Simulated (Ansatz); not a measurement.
# Phonons of AlOs (Pm-3m) against volume

Aim: how the phonons of AlOs (Pm-3m) shift with volume, and the thermal expansion that follows.

Method: DFT PBEsol, scalar-relativistic, plane waves, PAW; PAW set soft_1, in Ansatz 0.2.0.

The raw output is cut from this account; settings, times and results stay.

## 1. Set-up

It takes space group Pm-3m (No. 221, cubic). Conventional cell: a = 2.993 Å, b = 2.993 Å, c = 2.993 Å, α = 90.00°, β = 90.00°, γ = 90.00°. Al has 8 Os at 2.59 Å nearest. Os has 8 Al at 2.59 Å nearest. Farther neighbours, and contacts between anions beyond the nearest, are not listed.

## 2. Response at finite wavevector

Stability and thermal properties need the whole zone. Linear response on a 4×4×4 q mesh gives force constants as far as a supercell of that size would.

File input.yaml:

```yaml
crystal:
  lattice:
    - [2.9926248293, 0.0, 0.0]
    - [0.0, 2.9926248293, 0.0]
    - [0.0, 0.0, 2.9926248293]
  atoms:
    - { symbol: Al, position: [0.0, 0.0, 0.0] }
    - { symbol: Os, position: [0.5, 0.5, 0.5] }
kpoints:
  mp_grid: { grid: [16, 16, 16] }
hamiltonian:
  xc: pbesol
  pseudopotentials: { kind: paw, azcp: { folder: soft_1 }, xc_functional: pbe }
scf:
  occupations: { method: methfessel_paxton, width: 0.2 }
output:
  eigenvalues: true
phonons:
  method: dfpt
  qmesh: [4, 4, 4]
  temperatures: { t_max: 1000, t_step: 50 }
  qpath:
    path:
      - [[0.0, 0.0, 0.0], [0.0, 0.5, 0.0], [0.5, 0.5, 0.0], [0.0, 0.0, 0.0], [0.5, 0.5, 0.5], [0.0, 0.5, 0.0]]
      - [[0.5, 0.5, 0.5], [0.5, 0.5, 0.0]]
    npoints: 10
```

The run is started by

```
$ ansatz run input.yaml --threads 4 --pin off --max-ram 10240MiB --backend cpu --events-out ev --progress --plain --runs-dir out
```

Run time: 5.8 min. Hardware: 4 threads of Arm Neoverse V1, shared host; peak memory 2.1 GiB; 22 min of CPU time.

Numbers from this step:

| Property | Result |
| --- | --- |
| volume per atom | 13.40 Å³ |
| gap on the k-mesh | 0 eV |
| sum-rule residual before enforcement | 2.62e-5 eV/Å² |
| lowest frequency on the path | 0 cm⁻¹ |
| point group | m-3m |
| highest frequency on path, mesh or solved points | 366.9 cm⁻¹ |
| mean frequency | 226.8 cm⁻¹ |
| Debye temperature (second moment) | 471 K |
| logarithmic mean frequency | 194.2 cm⁻¹ |
| highest optical mode at the zone centre (no LO-TO term) | 327.6 cm⁻¹ |
| lowest optical zone-centre mode | 327.6 cm⁻¹ |
| lowest mode on the q mesh (acoustic modes at Γ apart) | 63.83 cm⁻¹ |
| zero-point energy per atom | 42.19 meV |
| heat capacity at 300 K | 22.2 J/(mol atoms K) |
| vibrational entropy at 300 K | 28.17 J/(mol atoms K) |
| edges of the widest gap between branches, on path and mesh | 167.9, 301.6 cm⁻¹ |

Frequencies (cm⁻¹) solved at each irreducible wavevector; negative means imaginary. Frequencies by wavevector, by row:

| q in reciprocal lattice units | star | mode 1 | mode 2 | mode 3 | mode 4 | mode 5 | mode 6 |
| --- | --- | --- | --- | --- | --- | --- | --- |
| 0 0 0 | 1 | 0 | 0 | 0 | 327.6 | 327.6 | 327.6 |
| 0 0 0.25 | 6 | 89.9 | 89.9 | 117.1 | 321.4 | 321.4 | 336.5 |
| 0 0 -0.5 | 3 | 135 | 135 | 162.9 | 314.2 | 314.2 | 366.2 |
| 0 0.25 0.25 | 12 | 63.8 | 117.6 | 137.7 | 316.6 | 338.7 | 340.4 |
| 0 0.25 -0.5 | 12 | 98.2 | 123.5 | 149.1 | 309.5 | 340.5 | 366.3 |
| 0 -0.5 -0.5 | 3 | 66.1 | 66.1 | 167.9 | 301.6 | 362.3 | 362.3 |
| 0.25 0.25 0.25 | 8 | 104.6 | 104.6 | 138.4 | 337.8 | 337.8 | 338.1 |
| 0.25 0.25 -0.5 | 12 | 115.9 | 116.9 | 133.9 | 333.9 | 337.1 | 362.9 |
| 0.25 -0.5 -0.5 | 6 | 108.6 | 108.6 | 149.9 | 331.9 | 362 | 362 |
| -0.5 -0.5 -0.5 | 1 | 128.3 | 128.3 | 128.3 | 356.9 | 356.9 | 356.9 |

Symmetry leaves 10 wavevectors to solve. The lowest mode among them, the acoustic zeros apart, lies at q = (0, 0.25, 0.25) and is real, 63.8 cm⁻¹.

## 3. Relaxing at another volume, volume ratio 0.97

The volume is scaled by 0.97 and held; symmetry leaves nothing to relax, so this is a single point. The modes can then be followed against volume.

input.yaml, the sections that differ from step 2:

```yaml
crystal:
  lattice:
    - [2.9623942288, 0.0, 0.0]
    - [0.0, 2.9623942288, 0.0]
    - [0.0, 0.0, 2.9623942288]
  atoms:
    - { symbol: Al, position: [0.0, 0.0, 0.0] }
    - { symbol: Os, position: [0.5, 0.5, 0.5] }
output:
  forces: true
  stress: true
  eigenvalues: true
# kpoints, hamiltonian, scf: as in step 2
# phonons: removed
```

It took 1.4 s on 4 threads; peak memory 0.34 GiB.

Read from the output:

```
pressure        : 8.172 GPa
volume per atom : 13.00 Å³
```

The run ends at a pressure of 8.17 GPa.

## 4. Phonons at the other volume, volume ratio 0.97

The phonons are repeated at this volume on the same meshes, so that differences come from the volume alone.

input.yaml: that of step 3 with these lines changed.

```diff
@@ -16,4 +16,11 @@
 output:
-  forces: true
-  stress: true
   eigenvalues: true
+phonons:
+  method: dfpt
+  qmesh: [4, 4, 4]
+  temperatures: { t_max: 1000, t_step: 50 }
+  qpath:
+    path:
+      - [[0.0, 0.0, 0.0], [0.0, 0.5, 0.0], [0.5, 0.5, 0.0], [0.0, 0.0, 0.0], [0.5, 0.5, 0.5], [0.0, 0.5, 0.0]]
+      - [[0.5, 0.5, 0.5], [0.5, 0.5, 0.0]]
+    npoints: 10
```

It took 4.5 min on 4 threads; peak memory 2.1 GiB; 17 min of CPU time.

This step gave:

```
sum-rule residual before enforcement                       : 1.05e-4 eV/Å²
highest frequency on path, mesh or solved points           : 387.5 cm⁻¹
mean frequency                                             : 240.4 cm⁻¹
Debye temperature (second moment)                          : 499 K
logarithmic mean frequency                                 : 206.1 cm⁻¹
highest optical mode at the zone centre (no LO-TO term)    : 347.7 cm⁻¹
lowest optical zone-centre mode                            : 347.7 cm⁻¹
lowest mode on the q mesh (acoustic modes at Γ apart)      : 68.6 cm⁻¹
zero-point energy per atom                                 : 44.7 meV
heat capacity at 300 K                                     : 21.91 J/(mol atoms K)
vibrational entropy at 300 K                               : 26.85 J/(mol atoms K)
edges of the widest gap between branches, on path and mesh : 175.2, 320.7 cm⁻¹
```

Frequencies (cm⁻¹) solved at each irreducible wavevector; negative means imaginary. Frequencies by wavevector, by row:

| q in reciprocal lattice units | star | mode 1 | mode 2 | mode 3 | mode 4 | mode 5 | mode 6 |
| --- | --- | --- | --- | --- | --- | --- | --- |
| 0 0 0 | 1 | 0 | 0 | 0 | 347.7 | 347.7 | 347.7 |
| 0 0 0.25 | 6 | 94.4 | 94.4 | 125.3 | 340.4 | 340.4 | 356.7 |
| 0 0 -0.5 | 3 | 142.3 | 142.3 | 174 | 331.7 | 331.7 | 386.2 |
| 0 0.25 0.25 | 12 | 68.6 | 123.5 | 147.1 | 335.3 | 357.2 | 361.6 |
| 0 0.25 -0.5 | 12 | 104.7 | 131.8 | 156.5 | 327.8 | 360.7 | 387.3 |
| 0 -0.5 -0.5 | 3 | 72.7 | 72.7 | 175.2 | 320.7 | 384.5 | 384.5 |
| 0.25 0.25 0.25 | 8 | 111.9 | 111.9 | 146.3 | 357.6 | 357.6 | 357.7 |
| 0.25 0.25 -0.5 | 12 | 122.6 | 124.4 | 143.7 | 352 | 358 | 383.7 |
| 0.25 -0.5 -0.5 | 6 | 117.6 | 117.6 | 159.1 | 350.6 | 382.6 | 382.6 |
| -0.5 -0.5 -0.5 | 1 | 139.3 | 139.3 | 139.3 | 375.3 | 375.3 | 375.3 |

The highest optical mode at the zone centre (no LO-TO term) is 347.7 cm⁻¹, +20.1 cm⁻¹ against the base run.

## 5. Relaxing at another volume, volume ratio 1.03

The volume is scaled by 1.03 and held; symmetry leaves nothing to relax, so this is a single point. The modes can then be followed against volume.

input.yaml, the sections that differ from step 4:

```yaml
crystal:
  lattice:
    - [3.0222567052, 0.0, 0.0]
    - [0.0, 3.0222567052, 0.0]
    - [0.0, 0.0, 3.0222567052]
  atoms:
    - { symbol: Al, position: [0.0, 0.0, 0.0] }
    - { symbol: Os, position: [0.5, 0.5, 0.5] }
output:
  forces: true
  stress: true
  eigenvalues: true
# kpoints, hamiltonian, scf: as in step 4
# phonons: removed
```

Elapsed: 1.3 s, on 4 threads; peak memory 0.34 GiB; 4.2 s of CPU time.

This step gave:

- pressure: -6.965 GPa
- volume per atom: 13.80 Å³

The run ends at a pressure of -6.96 GPa.

## 6. Phonons at the other volume, volume ratio 1.03

input.yaml: that of step 5 with these lines changed.

```diff
@@ -16,4 +16,11 @@
 output:
-  forces: true
-  stress: true
   eigenvalues: true
+phonons:
+  method: dfpt
+  qmesh: [4, 4, 4]
+  temperatures: { t_max: 1000, t_step: 50 }
+  qpath:
+    path:
+      - [[0.0, 0.0, 0.0], [0.0, 0.5, 0.0], [0.5, 0.5, 0.0], [0.0, 0.0, 0.0], [0.5, 0.5, 0.5], [0.0, 0.5, 0.0]]
+      - [[0.5, 0.5, 0.5], [0.5, 0.5, 0.0]]
+    npoints: 10
```

It took 5.4 min on 4 threads; peak memory 2.1 GiB.

Read from the output:

| Property | Result |
| --- | --- |
| sum-rule residual before enforcement | 3.28e-5 eV/Å² |
| highest frequency on path, mesh or solved points | 347.4 cm⁻¹ |
| mean frequency | 213.9 cm⁻¹ |
| Debye temperature (second moment) | 445 K |
| logarithmic mean frequency | 182.7 cm⁻¹ |
| highest optical mode at the zone centre (no LO-TO term) | 308.3 cm⁻¹ |
| lowest optical zone-centre mode | 308.3 cm⁻¹ |
| lowest mode on the q mesh (acoustic modes at Γ apart) | 59.3 cm⁻¹ |
| zero-point energy per atom | 39.77 meV |
| heat capacity at 300 K | 22.47 J/(mol atoms K) |
| vibrational entropy at 300 K | 29.53 J/(mol atoms K) |
| edges of the widest gap between branches, on path and mesh | 160.8, 283.2 cm⁻¹ |

Frequencies (cm⁻¹) solved at each irreducible wavevector; negative means imaginary. Frequencies by wavevector, by row:

| q in reciprocal lattice units | star | mode 1 | mode 2 | mode 3 | mode 4 | mode 5 | mode 6 |
| --- | --- | --- | --- | --- | --- | --- | --- |
| 0 0 0 | 1 | 0 | 0 | 0 | 308.3 | 308.3 | 308.3 |
| 0 0 0.25 | 6 | 85.5 | 85.5 | 109.4 | 303.2 | 303.2 | 317.2 |
| 0 0 -0.5 | 3 | 127.9 | 127.9 | 152.3 | 297.5 | 297.5 | 347.1 |
| 0 0.25 0.25 | 12 | 59.3 | 112 | 128.7 | 298.6 | 320 | 320.9 |
| 0 0.25 -0.5 | 12 | 92 | 115.7 | 142.1 | 291.9 | 321.1 | 346.2 |
| 0 -0.5 -0.5 | 3 | 59.8 | 59.8 | 160.8 | 283.2 | 341.1 | 341.1 |
| 0.25 0.25 0.25 | 8 | 97.7 | 97.7 | 130.9 | 318.7 | 318.7 | 319.3 |
| 0.25 0.25 -0.5 | 12 | 107.8 | 111.5 | 124.5 | 316.5 | 317.1 | 342.9 |
| 0.25 -0.5 -0.5 | 6 | 100.1 | 100.1 | 141.1 | 313.9 | 342.4 | 342.4 |
| -0.5 -0.5 -0.5 | 1 | 117.5 | 117.5 | 117.5 | 339.4 | 339.4 | 339.4 |

The highest optical mode at the zone centre (no LO-TO term) is 308.3 cm⁻¹, -19.3 cm⁻¹ against the base run.

## 7. Grüneisen parameters

The Grüneisen parameter of a mode is minus the logarithmic change of its frequency with volume, −d ln ω / d ln V; weighted by heat capacity it gives the expansion.

This step gave:

```
bulk modulus : 252.2 GPa
```

Phonon branches along the path, in cm⁻¹:

```csv
point,branch 1,branch 2,branch 3,branch 4,branch 5,branch 6
Γ,0,0,0,328,328,328
halfway,90,90,117,322,322,336
X,135,135,163,314,314,366
halfway,98,124,149,310,340,366
M,66,66,168,302,362,362
halfway,64,118,138,317,339,340
Γ,0,0,0,328,328,328
halfway,105,105,138,338,338,338
R,128,128,128,357,357,357
halfway,116,117,134,334,337,363
X,135,135,163,314,314,366
jump to R,128,128,128,357,357,357
halfway,109,109,150,332,362,362
M,66,66,168,302,362,362
```

The same for volume x 0.97:

```csv
point,branch 1,branch 2,branch 3,branch 4,branch 5,branch 6
Γ,0,0,0,348,348,348
X,142,142,174,332,332,386
M,73,73,175,321,384,384
Γ,0,0,0,348,348,348
R,139,139,139,375,375,375
X,142,142,174,332,332,386
R,139,139,139,375,375,375
M,73,73,175,321,384,384
```

The same for volume x 1.03:

| point | branch 1 | branch 2 | branch 3 | branch 4 | branch 5 | branch 6 |
| --- | --- | --- | --- | --- | --- | --- |
| Γ | 0 | 0 | 0 | 308 | 308 | 308 |
| X | 128 | 128 | 152 | 298 | 298 | 347 |
| M | 60 | 60 | 161 | 283 | 341 | 341 |
| Γ | 0 | 0 | 0 | 308 | 308 | 308 |
| R | 118 | 118 | 118 | 339 | 339 | 339 |
| X | 128 | 128 | 152 | 298 | 298 | 347 |
| R | 118 | 118 | 118 | 339 | 339 | 339 |
| M | 60 | 60 | 161 | 283 | 341 | 341 |

Mode Grueneisen parameter -dln(w)/dln(V), modes matched by rank; at Γ the acoustic branches take the value of a neighbouring point of the path. Mode grüneisen parameters along the path, in :

```csv
point,branch 1,branch 2,branch 3,branch 4,branch 5,branch 6
Γ,1.50,1.50,2.23,2.00,2.00,2.00
halfway,1.63,1.63,2.26,1.93,1.93,1.96
X,1.78,1.78,2.22,1.81,1.81,1.78
halfway,2.15,2.17,1.62,1.93,1.94,1.87
M,3.25,3.25,1.43,2.07,2.00,2.00
halfway,2.43,1.63,2.23,1.93,1.83,1.98
Γ,2.25,1.51,1.97,2.00,2.00,2.00
halfway,2.26,2.26,1.85,1.92,1.92,1.89
R,2.84,2.84,2.84,1.68,1.68,1.68
halfway,2.14,1.84,2.39,1.77,2.02,1.87
X,1.78,1.78,2.22,1.81,1.81,1.78
jump to R,2.84,2.84,2.84,1.68,1.68,1.68
halfway,2.68,2.68,2.01,1.84,1.85,1.85
M,3.25,3.25,1.43,2.07,2.00,2.00
```

(dS/dlnV)/C_V. Table of thermodynamic Grueneisen parameter by temperature:

```
temperature (K)  thermodynamic Grueneisen parameter
             50                                2.13
            100                                2.08
            150                                2.04
            200                                2.03
            250                                2.02
            300                                2.01
            350                                2.01
            400                                2.01
            450                                2.01
            500                                2.01
            550                                2.01
            600                                2.01
            650                                2.00
            700                                2.00
            750                                2.00
            800                                2.00
            850                                2.00
            900                                2.00
            950                                2.00
           1000                                2.00
```

Gamma C_V/(B V) at the static volume. Table of volume expansion by temperature:

```csv
temperature (K),volume expansion (1e-6/K)
50,5.85
100,12.5
150,16.8
200,19.4
250,21.0
300,22.0
350,22.6
400,23.0
450,23.3
500,23.5
550,23.7
600,23.9
650,23.9
700,24.0
750,24.1
800,24.1
850,24.2
900,24.2
950,24.3
1000,24.3
```

## 8. Outcome

- bulk modulus: 252 GPa
- thermodynamic Grüneisen parameter at 300 K: 2.013
- volume expansion at 300 K, estimated: 21.96 × 10⁻⁶ K⁻¹

What this shows: By this estimate the volume grows by 22.0 × 10⁻⁶ per kelvin at 300 K. The highest optical mode at Γ goes from 348 to 308 cm⁻¹ as the cell grows, a Grüneisen parameter of 2.00. Mode parameters on the path run from 1.4 to 3.2, with a median of 2.0. Branches are matched by rank, so values near crossings are rough. The expansion is the Grüneisen estimate at the static volume, with the static bulk modulus. With no gap, or one that is small against the smearing, the frequencies hang on the k mesh and the smearing, most of all near Kohn anomalies. The phonon runs are without spin polarisation, although the cell has an odd electron count. Spin-orbit coupling is left out, which can matter for the heavy elements here. The PAW files were made for PBE and serve the other functionals too.

[Long decimals in the printed logs are rounded to 6 places.]

[Logs are printed without paths, hosts, clocks, repeated set-up lines and the standing remarks that a program may print on its own settings, such as how far it seeks lower states.]

[Hosts, paths, dates, database ids (printed as entryN), source tags and the programs' standing remarks are cut or masked in the printed files.]

[Where the starting crystal was built by hand or by swapping elements, it need not be the compound's stable phase.]
